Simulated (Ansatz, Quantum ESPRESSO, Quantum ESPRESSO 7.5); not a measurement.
**Screening and band shifts of antimonene, 1 layer**

Wanted: polarisability and gap of antimonene, 1 layer against a perpendicular field.

Program: Quantum ESPRESSO 7.5. Level of theory: plane-wave DFT, PBE, GBRV ultrasoft pseudopotentials (geometry and cross-check by Ansatz 0.2.0 with PAW datasets; geometry under PBE). Results are calculated unless marked as measured.

## 1. Starting point

The cell holds 2 atoms: 2 Sb. Its edges and angles: a = 4.120 Å, b = 4.120 Å, c = 18.650 Å, α = 90.0°, β = 90.0°, γ = 120.0°. It derives from Sb. Vacuum lies along c.

## 2. Geometry from Ansatz

The geometry comes first, from a plane-wave PAW code, so that the later runs on this slab share one structure.

File input.yaml:

```yaml
crystal:
  lattice:
    - [4.12, 0.0, 0.0]
    - [-2.06, 3.5680246636, 0.0]
    - [0.0, 0.0, 18.65]
  atoms:
    - { symbol: Sb, position: [0.6666666667, 0.3333333333, 0.4557640751] }
    - { symbol: Sb, position: [0.3333333333, 0.6666666667, 0.5442359249] }
kpoints:
  mp_grid: { grid: [12, 12, 1] }
hamiltonian:
  xc: pbe
scf:
  occupations: { method: fermi_dirac, width: 0.05 }
  convergence: { dr2_threshold: 1.0e-08 }
efield:
  axis: 3
  dipole_correction: true
  ramp_position: 0.97
  ramp_width: 0.04
relax:
  f_tol: 0.01
  cell: { fix: [c, alpha, beta] }
output:
  write_potential: true
  write_density: true
  volumetric_format: npy
```

The run is started by

```bash
$ ansatz run input.yaml --threads 4 --pin off --max-ram 8192MiB --backend cpu --events-out ev --progress --plain --runs-dir out
```

Numbers of over 12 decimals in the logs are rounded to 6 here.

The program printed:

```text
Warning: relax.cell: scf.convergence.dr2_threshold = 1e-8 eV is looser than the 2e-10 eV advised for a relaxation that steers and ends on the stress (1e-10 eV for each atom of the cell: 2). What an SCF threshold leaves in a stress goes as its square root, and in the free energy as the threshold itself, and one threshold admits the most on a small cell: [figures from the program's tests cut] Set scf.convergence.dr2_threshold to 2e-10 eV or tighter. The threshold is an SCF's pass mark: one that does not reach it within its budget of iterations ends unconverged, or closes short of it on a stop that the run arms, and scf.convergence.dr2_threshold's page says what that costs each kind of run
Engine: ansatz 0.2.0, aarch64-unknown-linux-gnu
Pseudopotentials: kind: paw
Pseudopotential: Sb, paw, valence charge 15, recommended cutoff 420 eV (normal), Sb.paw.azcp
Functional definition: PBE
  parameter kappa = 0.804
  parameter beta = 0.066725
  exchange = pbe_x(kappa = kappa, mu = beta*pi^2/3)
  correlation = pbe_c(beta = beta)
Crystal: 2 atoms, lattice volume = 274.160 Å³
Basis set: ecut = 420 eV, 5283 PW (Γ), exchange–correlation on 60×60×250 points (8 copies of the dense FFT grid, shifted against one another)
Bands: 19, of which v1, the nominal top of the filled ones, is band 15 counted from 1 (14 counted from 0)
Symmetry: 6 space group operations
k-points: 19 of 144 (time reversal used)
Non-local potential: Sb, projectors of the file, l = 0: 2, l = 1: 2, l = 2: 2, l = 3: 2
PAW form: soft (Blöchl's): semilocal exchange-correlation on the pseudo side does not see the compensation charge
PAW one-centre angular grid: Sb, 590 points (default); XC on 64 Gauss nodes
Initial density: superposition of atomic densities (neutral atoms: chi_scale 0, normalization atom), corrected by the library's trained network
Initial wavefunctions: pseudopotential atomic-orbital guess
Functional: x = pbe(κ = 0.804, μ = 0.219515), c = pbe(β = 0.066725)
SCF iter   1: F=—  HF=-12968.821129 eV  |F-HF|=—  |Δ(HF+E_count)|=         —  Δρ=8.17e-4  dr2=3.22e-3  ethr=1.77e-3  p=0.000 e·Å  D=3.91e-5 V/Å  ΔV_dip=-0.00 eV  dr2_dipole=1.66e-8  V_vac-E_F(+/−)=4.31/4.31 eV  ⟨swp⟩=7.5  Hψ=2125  notcnv=0
efield: sawtooth ramp at fractional position 0.9700 (set: `efield.ramp_position`, or a place that a band, a saddle search or an elastic batch's reference lends), width 0.0400; the density the first Hamiltonian is built on has a dipole p = 0.000 e·Å; the dipole correction subtracts the counter field D = 3.91e-5 V/Å, which shifts the + side's vacuum level by -0.00 eV against the − side's; the planar-averaged density in the ramp window peaks in size at 9.9e-6 e/Å³
preconditioner: auto → Resta (q_TF=auto, 1.887 Å⁻¹)  ε∞=1.8  [insulator: Δε(μ)=1.279 eV  Ē_g=7.830 eV  σ=0.050 eV  W_gap=1.00  n_scr=40 (ndim 8)  ℏωp=7.1 eV  f_vac=0.693  D(μ)=0.00/eV (n_scr^D=0)  ε∞_Penn≈1.8  vacuum switching on, ρ_ref=4.4e-3 e/Å³]
SCF iter   2: F=—  HF=-12968.821370 eV  |F-HF|=—  |Δ(HF+E_count)|=   2.40e-4  Δρ=5.10e-4  dr2=1.22e-3  ethr=1.07e-5  p=-0.000 e·Å  D=-1.11e-5 V/Å  ΔV_dip=0.00 eV  dr2_dipole=8.22e-8  V_vac-E_F(+/−)=4.24/4.24 eV  ⟨swp⟩=2.3  Hψ=876  notcnv=0
SCF iter   3: F=—  HF=-12968.822036 eV  |F-HF|=—  |Δ(HF+E_count)|=   6.66e-4  Δρ=2.18e-4  dr2=1.14e-4  ethr=4.07e-6  p=0.000 e·Å  D=1.64e-4 V/Å  ΔV_dip=-0.00 eV  dr2_dipole=2.09e-6  V_vac-E_F(+/−)=4.19/4.20 eV  ⟨swp⟩=2.0  Hψ=702  notcnv=0
SCF iter   4: F=—  HF=-12968.822102 eV  |F-HF|=—  |Δ(HF+E_count)|=   6.59e-5  Δρ=8.36e-5  dr2=6.05e-5  ethr=3.79e-7  p=-0.001 e·Å  D=-4.07e-4 V/Å  ΔV_dip=0.01 eV  dr2_dipole=1.16e-5  V_vac-E_F(+/−)=4.19/4.18 eV  ⟨swp⟩=2.0  Hψ=686  notcnv=0
SCF iter   5: F=—  HF=-12968.822116 eV  |F-HF|=—  |Δ(HF+E_count)|=   1.39e-5  Δρ=7.95e-5  dr2=1.50e-4  ethr=2.02e-7  p=0.001 e·Å  D=7.05e-4 V/Å  ΔV_dip=-0.01 eV  dr2_dipole=3.54e-5  V_vac-E_F(+/−)=4.18/4.19 eV  ⟨swp⟩=3.0  Hψ=658  notcnv=0
SCF iter   6: F=—  HF=-12968.822098 eV  |F-HF|=—  |Δ(HF+E_count)|=   1.79e-5  Δρ=1.15e-5  dr2=7.32e-7  ethr=2.02e-7  p=-0.000 e·Å  D=-2.30e-5 V/Å  ΔV_dip=0.00 eV  dr2_dipole=3.68e-8  V_vac-E_F(+/−)=4.18/4.18 eV  ⟨swp⟩=1.9  Hψ=396  notcnv=0
SCF iter   7: F=—  HF=-12968.822088 eV  |F-HF|=—  |Δ(HF+E_count)|=   1.06e-5  Δρ=5.06e-6  dr2=8.06e-8  ethr=2.44e-9  p=-0.000 e·Å  D=-6.88e-7 V/Å  ΔV_dip=0.00 eV  dr2_dipole=1.26e-12  V_vac-E_F(+/−)=4.18/4.18 eV  ⟨swp⟩=2.1  Hψ=647  notcnv=0
SCF iter   8: F=-12968.822088 eV  HF=-12968.822088 eV  |F-HF|=1.23e-9  |Δ(HF+E_count)|=   1.27e-8  Δρ=5.60e-7  dr2=1.15e-9  ethr=3.33e-11  p=-0.000 e·Å  D=-8.89e-7 V/Å  ΔV_dip=0.00 eV  dr2_dipole=1.01e-12  V_vac-E_F(+/−)=4.18/4.18 eV  ⟨swp⟩=7.9  Hψ=2441  notcnv=0
SCF 1 converged in 8 iterations: F = -12968.822088 eV  dr2 = 1.15e-9
  greatest PAW one-centre occupation: 0.996 electrons in one spin orbital (limit 2), on the Sb atom at site 0 (counted from 0), in its partial waves of l = 2
relax step   1: F+E_penalty+E_count = -12968.82208757 eV  Δ(F+E_penalty+E_count) = +0.000e0 eV  max|allowed force component| = 1.324e-1 eV/Å  Δτ_max = 0.0000 Å  P = -0.074 GPa  Ω = 274.160 Å³  fix = [c, alpha, beta]  reactions: c -0.128 GPa  (8 SCF iters, accepted)
Crystal: 2 atoms, lattice volume = 275.161 Å³
Basis set: ecut = 420 eV, 5295 PW (Γ), exchange–correlation on 60×60×250 points (8 copies of the dense FFT grid, shifted against one another)
Initial density: handed on by an earlier stage of this run
Initial wavefunctions: those handed on with the density
iter 1 solved again at ethr=8.72e-6 eV; its pass at ethr=3.10e-3 eV (dr2=2.62e-3 eV) is discarded
SCF iter   1: F=—  HF=-12968.819161 eV  |F-HF|=—  |Δ(HF+E_count)|=         —  Δρ=6.89e-4  dr2=2.57e-3  ethr=8.72e-6  p=-0.000 e·Å  D=-9.37e-7 V/Å  ΔV_dip=0.00 eV  dr2_dipole=7.40e-13  V_vac-E_F(+/−)=4.24/4.24 eV  ⟨swp⟩=2.1  Hψ=2164  notcnv=0
efield: sawtooth ramp at fractional position 0.9700 (set: `efield.ramp_position`, or a place that a band, a saddle search or an elastic batch's reference lends), width 0.0400; the density the first Hamiltonian is built on has a dipole p = -0.000 e·Å; the dipole correction subtracts the counter field D = -9.37e-7 V/Å, which shifts the + side's vacuum level by +0.00 eV against the − side's; the planar-averaged density in the ramp window peaks in size at 6.3e-8 e/Å³
preconditioner: auto → Resta (q_TF=auto, 1.886 Å⁻¹)  ε∞=1.8  [insulator: Δε(μ)=1.407 eV  Ē_g=7.909 eV  σ=0.050 eV  W_gap=1.00  n_scr=40 (ndim 8)  ℏωp=7.1 eV  f_vac=0.695  D(μ)=0.00/eV (n_scr^D=0)  ε∞_Penn≈1.8  vacuum switching on, ρ_ref=4.5e-3 e/Å³]
[...]
SCF iter   2: F=—  HF=-12968.823135 eV  |F-HF|=—  |Δ(HF+E_count)|=   3.74e-4  Δρ=2.54e-4  dr2=1.49e-4  ethr=4.07e-6  p=0.000 e·Å  D=4.92e-6 V/Å  ΔV_dip=-0.00 eV  dr2_dipole=1.51e-9  V_vac-E_F(+/−)=4.23/4.23 eV  ⟨swp⟩=2.6  Hψ=558  notcnv=0
SCF iter   3: F=—  HF=-12968.823097 eV  |F-HF|=—  |Δ(HF+E_count)|=   3.76e-5  Δρ=6.56e-5  dr2=1.04e-5  ethr=4.97e-7  p=-0.000 e·Å  D=-1.67e-5 V/Å  ΔV_dip=0.00 eV  dr2_dipole=1.97e-8  V_vac-E_F(+/−)=4.22/4.22 eV  ⟨swp⟩=2.0  Hψ=433  notcnv=0
SCF iter   4: F=—  HF=-12968.823096 eV  |F-HF|=—  |Δ(HF+E_count)|=   1.53e-6  Δρ=1.22e-5  dr2=1.38e-6  ethr=3.46e-8  p=0.000 e·Å  D=6.04e-5 V/Å  ΔV_dip=-0.00 eV  dr2_dipole=2.52e-7  V_vac-E_F(+/−)=4.22/4.22 eV  ⟨swp⟩=2.0  Hψ=450  notcnv=0
SCF iter   5: F=—  HF=-12968.823086 eV  |F-HF|=—  |Δ(HF+E_count)|=   9.47e-6  Δρ=1.46e-5  dr2=5.96e-6  ethr=4.59e-9  p=-0.000 e·Å  D=-1.44e-4 V/Å  ΔV_dip=0.00 eV  dr2_dipole=1.43e-6  V_vac-E_F(+/−)=4.22/4.22 eV  ⟨swp⟩=3.0  Hψ=666  notcnv=0  recentre
SCF iter   6: F=—  HF=-12968.823085 eV  |F-HF|=—  |Δ(HF+E_count)|=   7.56e-7  Δρ=2.62e-6  dr2=1.51e-8  ethr=4.59e-9  p=0.000 e·Å  D=1.94e-6 V/Å  ΔV_dip=-0.00 eV  dr2_dipole=2.30e-10  V_vac-E_F(+/−)=4.22/4.22 eV  ⟨swp⟩=2.0  Hψ=402  notcnv=0
SCF iter   7: F=-12968.823085 eV  HF=-12968.823085 eV  |F-HF|=4.37e-10  |Δ(HF+E_count)|=   1.17e-8  Δρ=3.96e-7  dr2=3.59e-10  ethr=3.33e-11  p=0.000 e·Å  D=2.96e-7 V/Å  ΔV_dip=-0.00 eV  dr2_dipole=2.22e-12  V_vac-E_F(+/−)=4.22/4.22 eV  ⟨swp⟩=9.0  Hψ=2110  notcnv=0
SCF 3 converged in 7 iterations: F = -12968.823085 eV  dr2 = 3.59e-10
relax step   3: F+E_penalty+E_count = -12968.82308544 eV  Δ(F+E_penalty+E_count) = -9.979e-4 eV  max|allowed force component| = 1.678e-3 eV/Å  Δτ_max = 0.0079 Å  P = -0.002 GPa  Ω = 274.469 Å³  energy of the carried Pulay correction = -1.361e-5 eV  fix = [c, alpha, beta]  reactions: c -0.002 GPa  (7 SCF iters, accepted)
Initial wavefunctions: pseudopotential atomic-orbital guess (no wavefunctions were taken with the density)
iter 1 solved again at ethr=1.22e-6 eV; its pass at ethr=3.10e-3 eV (dr2=3.66e-4 eV) is discarded
SCF iter   1: F=—  HF=-12968.823116 eV  |F-HF|=—  |Δ(HF+E_count)|=         —  Δρ=1.54e-6  dr2=2.52e-9  ethr=1.22e-6  p=0.000 e·Å  D=2.96e-7 V/Å  ΔV_dip=-0.00 eV  dr2_dipole=2.01e-12  V_vac-E_F(+/−)=4.22/4.22 eV  ⟨swp⟩=3.1  Hψ=3053  notcnv=0
efield: sawtooth ramp at fractional position 0.9700 (set: `efield.ramp_position`, or a place that a band, a saddle search or an elastic batch's reference lends), width 0.0400; the density the first Hamiltonian is built on has a dipole p = 0.000 e·Å; the dipole correction subtracts the counter field D = 2.96e-7 V/Å, which shifts the + side's vacuum level by -0.00 eV against the − side's; the planar-averaged density in the ramp window peaks in size at 3.4e-8 e/Å³
eigensolver tolerance schedule: the retry pair's looser diagonalisation over-reported the residual by 145007.04 of it (diagonalisation noise at an unbounded share of the residual, at the tolerance the schedule requests for it); recorded, not acted on — ethr = c·dr2/N_el stays at c = 1.0e-1
preconditioner: auto → Resta (q_TF=auto, 1.887 Å⁻¹)  ε∞=1.8  [insulator: Δε(μ)=1.310 eV  Ē_g=7.860 eV  σ=0.050 eV  W_gap=1.00  n_scr=40 (ndim 8)  ℏωp=7.1 eV  f_vac=0.693  D(μ)=0.00/eV (n_scr^D=0)  ε∞_Penn≈1.8  vacuum switching on, ρ_ref=4.5e-3 e/Å³]
SCF iter   2: F=—  HF=-12968.823098 eV  |F-HF|=—  |Δ(HF+E_count)|=   1.81e-5  Δρ=7.76e-7  dr2=1.32e-9  ethr=8.40e-12  p=-0.000 e·Å  D=-1.80e-7 V/Å  ΔV_dip=0.00 eV  dr2_dipole=1.53e-11  V_vac-E_F(+/−)=4.22/4.22 eV  ⟨swp⟩=15.3  Hψ=3204  notcnv=0
SCF iter   3: F=-12968.823098 eV  HF=-12968.823098 eV  |F-HF|=2.64e-8  |Δ(HF+E_count)|=   7.05e-9  Δρ=4.60e-7  dr2=4.59e-10  ethr=4.39e-12  p=0.000 e·Å  D=4.65e-7 V/Å  ΔV_dip=-0.00 eV  dr2_dipole=3.18e-12  V_vac-E_F(+/−)=4.22/4.22 eV  ⟨swp⟩=5.0  Hψ=2011  notcnv=0
SCF 4 converged in 3 iterations: F = -12968.823098 eV  dr2 = 4.59e-10
relax step   4: F+E_penalty+E_count = -12968.82309807 eV  Δ(F+E_penalty+E_count) = -1.263e-5 eV  max|allowed force component| = 1.685e-3 eV/Å  Δτ_max = 0.0000 Å  P = -0.002 GPa  Ω = 274.469 Å³  fix = [c, alpha, beta]  reactions: c -0.002 GPa  stress off target by 2.53e-3 GPa on what of the cell is left free  SCF on the basis re-selected at this cell (its energy is not comparable with the rows above)  (3 SCF iters)
basis re-selected at this cell: Δ(F+E_penalty+E_count) = -1.263e-5 eV, ΔP = -0.000 GPa vs the last step (what re-selecting the basis moved, of the pressure what is left beyond the Pulay correction that the steps carried, after the strain that the cell walked since its last selection, with what the two solves' SCF thresholds leave and, on support functions, any second-order correction that the steps lacked; it is no m [...]
WARN: The output density's exchange-correlation potential varies sharply where the density is thin. Do not read a vacuum level from v_tot or v_xc, or from such a field of the output density. On a cell that repeats whose density bears no net charge and no dipole along the vacuum's axis use v_es (v_loc + v_h of the components); under efield.dipole_correction with no amplitude use v_es + v_field, which holds any externa [...]
SCF converged after 3 iterations
Free energy (F): -12968.823098 eV
Harris-Foulkes:  -12968.823098 eV  (|F-HF|=2.64e-8)
Internal energy: -12968.823098 eV  (E = F + TS)
E sigma→0 (E₀):  -12968.823098 eV
Entropy (-TS):   -0.000000 eV (-0.000 meV/atom)
Fermi energy:    -1.091218 eV
Dipole field:    D = -0.000002 V/Å  (p = -0.000002 e·Å, saw-weighted, corrected)
Work function:   Φ+ = 4.2198 eV   Φ− = 4.2198 eV
Levels:          The Fermi level and band energies are counted from a zero that moves with the ramp; work functions are not
--- Per-component energies (eV) ---
  E_band       = -664.063548
  E_kinetic    = 412.472580
  E_local      = -14950.584964  (includes V_loc(G=0)·N_el)
  E_nonlocal   = 724.193595
  E_hartree    = 7164.586239
  E_xc         = -275.697799
  E_vxc        = -190.741999  (∫ρ·V_xc dr)
  E_paw        = -9150.495863  (= ΣΔE_a)
  E_vpaw       = -988.574065  (= ΣTr[D̂ρ^β])
  E_aug_tail   = -0.000003  (compensation charges beyond the density's cutoff)
  E_efield     = 0.000000  (sawtooth field / dipole correction)
  E_vefield    = 0.000009  (∫n·V_field dr)
  E_ewald      = 3106.703117
  E_smearing   = -0.000000  (= −TS)
  E_closure    = -0.000000  (closes the sum)
  Σ components = -12968.823098   (vs F -12968.823098, Δ=0.00e0)
--- Forces (eV/Å), atoms counted from 1 ---
  atom   1  Sb    -0.00000000    -0.00000000     0.00168511
  atom   2  Sb     0.00000000     0.00000000    -0.00168472
  max |Σ_I F_I| component: 3.85e-7 eV/Å
--- Stress (GPa, compression-positive) ---
       -0.002527      -0.000000       0.000000
       -0.000000      -0.002527      -0.000000
        0.000000      -0.000000      -0.001667
  P = ⅓ Tr σ = -0.0022 GPa (-0.022 kbar)
--- Band table (eV; the first three rows and the last of 19) ---
  k-point 0: bands = [... 11 lower, -8.0076, -2.2907, -1.7149, -1.7149, -0.1295, 1.0785, 1.0785, 2.6239]
  k-point 1: bands = [... 11 lower, -8.0057, -2.4295, -2.2601, -1.8827, 0.3640, 0.9867, 1.2412, 2.7230]
  k-point 2: bands = [... 11 lower, -8.0336, -3.4843, -2.2562, -2.2024, 0.0760, 1.5587, 1.5745, 2.9571]
  k-point 18: bands = [... 11 lower, -10.1644, -5.1968, -3.4921, -3.4921, -0.1774, 1.8937, 1.8937, 4.9334]
--- Relaxed structure (3 steps of the walk, 2 accepted, 1 SCFs on fresh bases) ---
  F+E_penalty+E_count = -12968.82309807 eV   max|allowed force component| = 1.685e-3 eV/Å   (the final SCF, on the basis selected at the relaxed cell)
  cell:  # Å, volume = 274.4689 Å³
    - [4.122321, 0.0, 0]
    - [-2.061161, 3.570035, 0]
    - [0, 0, 18.65]
  atoms:
    - { symbol: Sb, position: [0.666667, 0.333333, 0.456187] }
    - { symbol: Sb, position: [0.333333, 0.666667, 0.543813] }
```

Elapsed: 6.8 s, on 4 threads of Arm Neoverse V2, shared host; peak memory 0.52 GiB.

Relaxation path:

| step | energy less that of the first step (eV) | largest force component (eV/Å) | pressure (GPa) | volume (Å³) |
| --- | --- | --- | --- | --- |
| 1 | 0.0000 | 0.1324 | -0.07 | 274.16 |
| 2 | 0.0038 | 0.2906 | 0.16 | 275.16 |
| 3 | -0.0010 | 0.0017 | 0.00 | 274.47 |
| 4* | -0.0010 | 0.0017 | 0.00 | 274.47 |

Relaxation steps marked * repeat the geometry before them on a plane-wave basis chosen anew for their cell, so energy and pressure can jump there. Relaxation step 2 was tried and not accepted.

| cell as run | before | after | change |
| --- | --- | --- | --- |
| a (Å) | 4.120 | 4.122 | +0.1 % |
| b (Å) | 4.120 | 4.122 | +0.1 % |

The relaxed structure:

```cif
data_structure
_symmetry_space_group_name_H-M 'P 1'
_symmetry_Int_Tables_number 1
_cell_length_a 4.1223
_cell_length_b 4.1223
_cell_length_c 18.6500
_cell_angle_alpha 90.000
_cell_angle_beta 90.000
_cell_angle_gamma 120.000
_cell_volume 274.47
loop_
_atom_site_label
_atom_site_type_symbol
_atom_site_fract_x
_atom_site_fract_y
_atom_site_fract_z
_atom_site_occupancy
Sb1 Sb 0.66667 0.33333 0.45619 1
Sb2 Sb 0.33333 0.66667 0.54381 1
```

Numbers from this step:

- free energy: -12968.8231 eV
- Fermi energy: -1.091 eV
- gap by band count: 1.310 eV
- symmetry operations: 6
- dipole along the normal: -2.40e-6 e·Å
- vacuum level at the upper face over a Fermi level inside the gap: 4.220 eV
- vacuum level at the lower face over a Fermi level inside the gap: 4.220 eV

(Continued in part 2 of 6.)

[Logs are printed without paths, hosts, clocks, repeated set-up lines and the standing remarks that a program may print on its own settings, such as how far it seeks lower states.]

[Hosts, paths, dates, database ids (printed as entryN), source tags and the programs' standing remarks are cut or masked in the printed files.]

[Maps of the electrostatic potential energy from Ansatz leave out the sawtooth potential of an applied field or a dipole correction, so their vacuum need not be flat; planar profiles and work functions include it.]
